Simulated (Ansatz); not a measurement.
# HfTeSe monolayer, Janus under uniaxial strain along a, the zigzag direction, with the width clamped, part 2 of 2

Aim: how do the optical modes of HfTeSe monolayer, Janus shift and split under this strain?

Ansatz 0.2.0; DFT PBEsol, scalar-relativistic, plane waves, PAW; PAW set soft_1.

So far, highest optical mode at the zone centre (no LO-TO term) (cm⁻¹): step 5 (zone-centre response at rest) 211.

## 7. Modes of this member: uniaxial strain of +5 % along a, the zigzag direction, with the width clamped

The zone-centre modes follow for uniaxial strain of +5 % along a, the zigzag direction, with the width clamped.

Input file input.yaml:

```yaml
crystal:
  lattice:
    - [3.9823299424, 0.0, 0.0]
    - [-1.9911649712, 3.2845703776, 0.0]
    - [0.0, 0.0, 30.0]
  atoms:
    - { symbol: Hf, position: [-0.0008127037, -0.0016254075, 0.3365339387] }
    - { symbol: Se, position: [0.3380504313, 0.6761008627, 0.3842893694] }
    - { symbol: Te, position: [0.6627622724, 0.3255245448, 0.2758433585] }
  periodic: [true, true, false]
kpoints:
  mp_grid: { grid: [12, 12, 1] }
hamiltonian:
  xc: pbesol
  pseudopotentials: { kind: paw, azcp: { folder: soft_1 }, xc_functional: pbe }
scf:
  occupations: { method: methfessel_paxton, width: 0.2 }
output:
  eigenvalues: true
phonons:
  method: dfpt
```

Command:

```bash
ansatz run input.yaml --threads 4 --pin off --max-ram 16384MiB --backend cpu --events-out ev --progress --plain --runs-dir out
```

Numbers of over 12 decimals in the logs are rounded to 6 here.

Log:

```text
zone centre: on kpoints.mp_grid the ground state, and the responses unless they are solved on pairs of k-points, stand on 43 of the mesh's 144 k-points, reduced under 2 symmetry operations, with k and −k counted as one. Each operation leaves every solved displacement unchanged or reverses it
[...]
Crystal: 3 atoms, lattice volume = 392.407 Å³
Basis set: ecut = 420 eV, 7729 PW (Γ), exchange–correlation on 54×54×432 points (8 copies of the dense FFT grid, shifted against one another)
Bands: 35, of which v1, the nominal top of the filled ones, is band 29 counted from 1 (28 counted from 0)
Symmetry: 2 space group operations
k-points: 43 of 144 (time reversal used)
[...]
SCF iter  14: F=-27927.676401 eV  HF=-27927.676401 eV  |F-HF|=1.27e-10  |Δ(HF+E_count)|=  7.89e-10  S|Δr|=    0.00e0  Δρ=1.34e-8  dr2=1.05e-12  ethr=1.00e-12  ⟨swp⟩=21.5  Hψ=11046  notcnv=0
SCF 1 converged in 14 iterations: F = -27927.676401 eV  dr2 = 1.05e-12
[...]
SCF converged after 14 iterations
[...]
Free energy (F): -27927.676401 eV
[...]
Internal energy: -27927.676713 eV  (E = F + TS)
E sigma→0 (E₀):  -27927.676479 eV
Entropy (-TS):   0.000312 eV (0.104 meV/atom)
Fermi energy:    -4.840446 eV
[...]
--- Band table (eV; the first three rows and the last of 43) ---
  k-point 0: bands = [... 25 lower, -7.7414, -6.4858, -4.9123, -4.6125, -4.2065, -3.8870, -3.5435, -1.4537 (-1.4537°), ... 2 higher]
  k-point 1: bands = [... 25 lower, -7.9925, -6.2959, -5.3297, -5.2780, -3.8911, -3.8260, -3.2750, -1.3029 (-1.3029°), ... 2 higher]
  k-point 2: bands = [... 25 lower, -7.9535, -6.5576, -5.9885, -5.7648, -4.0800, -3.3161, -2.9790, -1.5143 (-1.5143°), ... 2 higher]
  k-point 42: bands = [... 25 lower, -8.2720, -7.7698, -7.3070, -6.7245, -3.5481, -3.0295, -2.7060, -1.2915, ... 2 higher]
  ° read free of the cell's end (the report's vacuum.weakly_bound_levels)
[...]
ASR residual: 7.821e-5 → 0.000e0 eV/Å²; symmetrization residual: 1.603e-5 eV/Å²
  ASR residual per site (eV/Å²): 7.48e-6 4.52e-5 7.82e-5
  Γ frequencies (cm⁻¹): 0.00 0.00 0.00 85.40 86.79 136.54 137.63 157.48 199.69
[...]
```

Wall time 95 s (4 threads of Intel Xeon 6975P-C (Granite Rapids), shared host); peak memory 2.3 GiB; 6.1 min of CPU time.

Numbers from this step:

```yaml
sum_rule_residual_before_enforcement: 7.82e-5 eV/Å²
point_group: m
highest_optical_mode_at_the_zone_centre_no_lo_to_term: 199.7 cm⁻¹
lowest_optical_zone_centre_mode: 85.4 cm⁻¹
```

Patterns of degenerate modes are one choice out of their space. The modes at Γ (shares of kinetic energy by element, %):

```tsv
mode	frequency (cm⁻¹)	symmetry	Hf %	Se %	Te %
1	0.0	acoustic	46	21	33
2	0.0	acoustic	46	21	33
3	0.0	acoustic	46	21	33
4	85.4	A''	42	0	58
5	86.8	A'	42	0	58
6	136.5	A''	12	79	9
7	137.6	A'	11	79	9
8	157.5	A'	6	37	57
9	199.7	A'	48	42	9
```

The lowest optical mode is real, 85.4 cm⁻¹, and the highest lies at 199.7 cm⁻¹.

Between step 5 and this run (strain 5 %) the value for the highest optical mode at the zone centre (no LO-TO term) moves from 211 cm⁻¹ to 200 cm⁻¹ (-5 %).

## 8. Relaxation of a member: uniaxial strain of -3 % along a, the zigzag direction, with the width clamped

The cell takes a uniaxial strain of -3 % along a, the zigzag direction, with the width clamped. The cell is held, and the atoms relax in it.

input.yaml, the sections that differ from step 7:

```yaml
crystal:
  lattice:
    - [3.6789143279, 0.0, 0.0]
    - [-1.839457164, 3.2845703776, 0.0]
    - [0.0, 0.0, 30.0]
  atoms:
    - { symbol: Hf, position: [0.0002384829, 0.0004769659, 0.3364619337] }
    - { symbol: Se, position: [0.3312722897, 0.6625445794, 0.3865048938] }
    - { symbol: Te, position: [0.6684892274, 0.3369784548, 0.2736998391] }
  periodic: [true, true, false]
output:
  forces: true
  stress: true
  eigenvalues: true
relax:
  adjacent_minimum: "off"
  f_tol: 0.001
  max_steps: 60
# kpoints, hamiltonian, scf: as in step 7
# phonons: removed
```

Log:

```text
[...]
Crystal: 3 atoms, lattice volume = 362.510 Å³
Basis set: ecut = 420 eV, 7093 PW (Γ), exchange–correlation on 50×54×432 points (8 copies of the dense FFT grid, shifted against one another)
Bands: 35, of which v1, the nominal top of the filled ones, is band 29 counted from 1 (28 counted from 0)
Symmetry: 2 space group operations
[...]
F+E_penalty+E_count = -27927.70715999 eV   max|allowed force component| = 5.700e-4 eV/Å
  cell:  # Å, volume = 362.5096 Å³
    - [3.6789143279, 2.8001560396827587e-11, 0.0]
    - [-1.839457163975, 3.284570, 0.0]
    - [0.0, 0.0, 30.0]
  atoms:
    - { symbol: Hf, position: [0.000432942, 0.000865883, 0.336459] }
    - { symbol: Se, position: [0.330198, 0.660395, 0.386808] }
    - { symbol: Te, position: [0.669369, 0.338739, 0.273399] }
[key lines of the parts left out:]
SCF converged after 5 iterations
Free energy (F): -27927.707160 eV
Fermi energy:    -4.788599 eV
P = ½ c Tr σ = 0.9442 N/m
```

Wall time 35 s (4 threads); peak memory 1 GiB; 2.2 min of CPU time.

Relaxation path:

```tsv
step	energy less that of the first step (eV)	largest force component (eV/Å)
1	0.0000	0.0958
2	0.0015	0.1669
3	-0.0011	0.0086
4	-0.0011	0.0054
5	-0.0011	0.0006
```

Relaxation step 2 was tried and not accepted.

The run keeps the 2 symmetry operations that it works with, so distortions that break them were not tested.

The atoms that moved most (Å):

```tsv
atom	dx	dy	dz	length
Se2	0.000	-0.007	0.009	0.012
Te3	0.000	0.006	-0.009	0.011
```

Final coordinates:

```
Hf Se Te
1.0
     3.67891    0.00000    0.00000
    -1.83946    3.28457    0.00000
     0.00000    0.00000   30.00000
Hf Se Te
1 1 1
Cartesian
  0.0000 0.0028 10.0938
  0.0000 2.1691 11.6042
  1.8395 1.1126 8.2020
```

This step gave:

```yaml
area_per_atom: 4.028 Å²
```

The largest force component left is 0.57 meV/Å.

## 9. Modes of this member: uniaxial strain of -3 % along a, the zigzag direction, with the width clamped

The zone-centre modes follow for uniaxial strain of -3 % along a, the zigzag direction, with the width clamped.

input.yaml, the sections that differ from step 8:

```yaml
crystal:
  lattice:
    - [3.6789143279, 0.0, 0.0]
    - [-1.839457164, 3.2845703776, 0.0]
    - [0.0, 0.0, 30.0]
  atoms:
    - { symbol: Hf, position: [0.0004329416, 0.0008658833, 0.3364593543] }
    - { symbol: Se, position: [0.3301976787, 0.6603953575, 0.3868082893] }
    - { symbol: Te, position: [0.6693693797, 0.3387387593, 0.273399023] }
  periodic: [true, true, false]
output:
  eigenvalues: true
phonons:
  method: dfpt
# kpoints, hamiltonian, scf: as in step 8
# relax: removed
```

Log:

```text
[...]
Crystal: 3 atoms, lattice volume = 362.510 Å³
Basis set: ecut = 420 eV, 7093 PW (Γ), exchange–correlation on 54×54×432 points (8 copies of the dense FFT grid, shifted against one another)
Bands: 35, of which v1, the nominal top of the filled ones, is band 29 counted from 1 (28 counted from 0)
Symmetry: 2 space group operations
k-points: 43 of 144 (time reversal used)
[...]
k-point 42: bands = [... 25 lower, -8.1703, -7.7068, -7.4094, -6.7960, -3.4393, -3.0034, -1.5277, -1.1969, ... 2 higher]
  ° read free of the cell's end (the report's vacuum.weakly_bound_levels)
[...]
ASR residual: 1.622e-4 → 0.000e0 eV/Å²; symmetrization residual: 1.662e-5 eV/Å²
  ASR residual per site (eV/Å²): 8.02e-6 1.62e-4 7.55e-5
  Γ frequencies (cm⁻¹): 0.00 0.00 0.00 90.08 92.56 144.00 145.40 163.12 217.88
[...]
[key lines of the parts left out:]
SCF converged after 13 iterations
Free energy (F): -27927.707160 eV
Fermi energy:    -4.788608 eV
```

Run time: 86 s. Hardware: 4 threads; peak memory 2.1 GiB.

This step gave:

```
sum-rule residual before enforcement                    : 1.62e-4 eV/Å²
highest optical mode at the zone centre (no LO-TO term) : 217.9 cm⁻¹
lowest optical zone-centre mode                         : 90.08 cm⁻¹
```

Patterns of degenerate modes are one choice out of their space. The modes at Γ (shares of kinetic energy by element, %):

```tsv
mode	frequency (cm⁻¹)	symmetry	Hf %	Se %	Te %
1	0.0	acoustic	46	21	33
2	0.0	acoustic	46	21	33
3	0.0	acoustic	46	21	33
4	90.1	A''	35	2	63
5	92.6	A'	34	2	64
6	144.0	A''	19	78	3
7	145.4	A'	20	77	3
8	163.1	A'	8	32	60
9	217.9	A'	46	47	7
```

The lowest optical mode is real, 90.1 cm⁻¹, and the highest lies at 217.9 cm⁻¹.

For the highest optical mode at the zone centre (no LO-TO term), step 5 gave 211 cm⁻¹; this run, with strain -3 %, gives 218 cm⁻¹ (+3 %).

## 10. All members side by side

The members are set side by side, also those not shown above.

Energies are extrapolated to zero smearing, and E0 is that at rest; the cell is clamped and the atoms are relaxed; all runs use 12×12×1 k points and Methfessel-Paxton smearing of 0.2 eV. State of the crystal along the series:

```tsv
strain (%)	E - E0 (meV/atom)
-3	5.889
-2	2.518
-1	0.6487
0	0
1	0.5524
2	2.447
3	5.723
4	10.26
5	15.96
```

Optical modes are counted from below at rest and tracked from member to member by their patterns, and modes that stay within 0.3 cm⁻¹ of each other stand once; labels, where given, are those at rest, then, where named, those of the strained cell; the cell is clamped and the atoms are relaxed; all runs use 12×12×1 k points and Methfessel-Paxton smearing of 0.2 eV. Optical modes along the series:

```tsv
strain (%)	optical mode 1 E to A' single part (cm⁻¹)	optical mode 2 E to A'' single part (cm⁻¹)	optical mode 3 E to A' single part (cm⁻¹)	optical mode 4 E to A'' single part (cm⁻¹)	optical mode 5 A1 to A' (cm⁻¹)	optical mode 6 A1 to A' (cm⁻¹)
-3	92.56	90.08	145.4	144	163.1	217.9
-2	92.9	90.86	144.5	143.5	161.6	215.5
-1	92.23	90.98	143.2	142.6	160.2	213
0	91.11	91.11	141.9	141.9	159.4	210.7
1	90.33	91.27	141	141.2	159.2	208.4
2	89.94	90.88	140.3	140.4	159.1	206.1
3	89.23	89.57	139.5	139.2	158.6	203.9
4	88.03	87.58	138.5	137.9	157.9	201.7
5	86.79	85.4	137.6	136.5	157.5	199.7
```

Value and slope at zero strain of a cubic (a lower polynomial where under five rows exist) through the rows within 2 % of rest. Slopes at rest:

```tsv
mode	frequency (cm⁻¹)	shift per percent of strain (cm⁻¹)
optical mode 1 E to A' single part	91.2	-1.02
optical mode 2 E to A'' single part	91.2	0.19
optical mode 3 E to A' single part	141.9	-1.09
optical mode 4 E to A'' single part	141.9	-0.67
optical mode 5 A1 to A'	159.4	-0.39
optical mode 6 A1 to A'	210.7	-2.31
```

## 11. Results

```json
{
  "members": "9",
  "highest optical mode at the zone centre (no LO-TO term), at rest": "210.7 cm⁻¹",
  "optical mode 3 E to A' single part, shift per percent": "-1.09 cm⁻¹",
  "optical mode 4 E to A'' single part, shift per percent": "-0.67 cm⁻¹",
  "optical mode 5 A1 to A', shift per percent": "-0.39 cm⁻¹",
  "optical mode 6 A1 to A', shift per percent": "-2.31 cm⁻¹"
}
```

In words: The strain lowers the symmetry: the level at 141.9 cm⁻¹ splits, into 137.6 and 136.5 cm⁻¹ at +5 %. Within 2 % of rest several modes bend away from a straight line, so single slopes hold only near rest. The fastest shift in the table of slopes is -2.3 cm⁻¹ for each percent (optical mode 6 A1 to A'). The width is clamped, so the contraction across the strain that a free sheet shows is left out. These are harmonic frequencies at zero temperature: anharmonic shifts, linewidths and thermal expansion are left out. Spin-orbit coupling is left out, which can matter for the heavy elements here. With no gap, or one that is small against the smearing, the frequencies hang on the k mesh and the smearing, most of all near Kohn anomalies. A semilocal functional can close a gap that the real compound would have, so the metallic treatment may be an artefact of the level. The starting cell was built on a prototype and not taken from a measurement. The PAW files were made for PBE; the program adapts parts of them to the functional of the run, but their partial waves stay those of PBE, an approximation that was not tested in this session. Only the zone centre was solved, so an instability at another wavevector cannot show here.

[Logs are printed without paths, hosts, clocks, repeated set-up lines and the standing remarks that a program may print on its own settings, such as how far it seeks lower states.]

[Hosts, paths, dates, database ids (printed as entryN), source tags and the programs' standing remarks are cut or masked in the printed files.]
